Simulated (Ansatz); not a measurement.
The compound is MoF6 (Im-3m).

Symmetry: Im-3m, No. 229, cubic system. Conventional cell: a = 6.335 Å, b = 6.335 Å, c = 6.335 Å, α = 90.00°, β = 90.00°, γ = 90.00°. Mo has 6 F at 1.83 Å nearest. Nearest to F lie 1 Mo at 1.83 Å. Farther neighbours and most contacts between anions are not listed.

```xyz
7
Lattice="-3.1673 -3.1673 3.1673 -3.1673 3.1673 -3.1673 3.1673 -3.1673 -3.1673" Properties=species:S:1:pos:R:3 pbc="T T T"
Mo    0.0000    0.0000    0.0000
F    -4.5019    0.0000    0.0000
F    -1.8328    0.0000    0.0000
F     0.0000    0.0000   -1.8328
F     0.0000    0.0000   -4.5019
F     0.0000   -4.5019    0.0000
F     0.0000   -1.8328    0.0000
```

The cell and positions are those that the Materials Project relaxed with its own functionals (PBE, PBE+U or r2SCAN), kept fixed. The program's search for lower electronic states was switched off, so nothing shows that the state found is the lowest. PAW set soft_2, made with PBE.

A constrained-RPA run (Ansatz 0.2.0; non-magnetic LDA; Mo t2g, bands c1 to c3, 4×4×4 mesh, medium accuracy) builds 3 functions on bands 0.15 eV wide, with 0.0 electrons in the window. The bare on-site interaction is 12.4 eV and the bare J 0.40 eV.

**Question.** What U and J survive the screening?

On the Mo t2g shell, U = 5.99 eV (48 % of the bare value), U′ = 5.28 eV, J = 0.29 eV.

The parent state is non-magnetic and the interaction static (zero frequency); U depends on the window and the orbitals, so it belongs to this model alone.

[Paths, hosts, dates, memory and timing lines, banners, echoed tables and standing remarks are left out of the program output.]

[Logs are printed without paths, hosts, clocks, repeated set-up lines and the standing remarks that a program may print on its own settings, such as how far it seeks lower states.]

[Runs of the session that timed out or met a known fault of the program may be left out.]

[Hosts, paths, dates, database ids (printed as entryN), source tags and the programs' standing remarks are cut or masked in the printed files.]
